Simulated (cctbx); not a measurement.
# Resonant diffraction in NaSmMgTeS5O

Space group P2_1/m (no. 11), a = 6.4420 Å, b = 6.5660 Å, c = 9.0360 Å, α = 90.00°, β = 90.19°, γ = 90.00°.

| atom | mult. | x | y | z | Ueq (Å²) |
| --- | --- | --- | --- | --- | --- |
| Sm1 | 2 | 0.2436 | 3/4 | 0.0077 | 0.0075 |
| Te1 | 2 | 0.7444 | 3/4 | 0.7447 | 0.0069 |
| S1 | 4 | 0.4970 | 0.9967 | 0.8032 | 0.0127 |
| S2 | 4 | 0.0267 | 0.0145 | 0.2660 | 0.0162 |
| S3 | 2 | 0.8097 | 3/4 | 0.9946 | 0.0125 |
| Mg1 | 2 | 0.2415 | 1/4 | 0.7302 | 0.0127 |
| Na1 | 2 | 0.2350 | 3/4 | 0.4975 | 0.0147 |
| O1 | 2 | 0.6680 | 3/4 | 0.5129 | 0.0173 |

This is a model crystal, built by substitution and not relaxed, with assumed displacement parameters.

Calculated with cctbx: free-atom f′ and f″ from the Sasaki tables, no fine structure; amplitudes in electrons.

```csv
E (eV),F 0 2 1,F 0 1 1,F 0 0 2,F 0 0 1
6116,67.7,77.1,54.6,106.9
6466,63.7,78.0,59.1,102.9
6596,60.5,78.4,62.4,99.6
6656,57.4,78.6,65.6,96.5
6686,54.6,78.8,68.4,93.6
6701,51.6,79.0,71.3,90.6
6708,49.1,79.1,73.9,88.0
6712,46.3,79.2,76.6,85.3
6720,49.0,79.2,76.8,86.4
6724,52.2,79.0,73.3,89.8
6731,54.9,78.9,70.3,92.7
6746,57.9,78.7,67.2,95.8
6776,60.7,78.6,64.1,98.8
6866,64.2,78.6,60.3,102.6
7116,66.2,78.7,58.2,104.8
```

**Question.** Which edge is crossed, and why do the reflections move as they do?

The L3 edge of Sm. The edge is at 6716 eV. f′ of Sm falls from -11.8 e at 6596 eV to -19.1 e at 4 eV below it, and f″ steps from 3.60 to 10.63 e across it. Over that approach |F| changes by -23 % (0 2 1), +1 % (0 1 1), +23 % (0 0 2) and -14 % (0 0 1): a reflection falls where Sm scatters in phase with the total and rises where it scatters against it; it hardly moves where the Sm term is small or cancels by symmetry. Above the edge the larger f″ enters the imaginary part, where it can add to or cancel the other atoms' f″. The structure is centrosymmetric, so Friedel mates stay equal.

[Logs are printed without paths, hosts, clocks, repeated set-up lines and the standing remarks that a program may print on its own settings, such as how far it seeks lower states.]
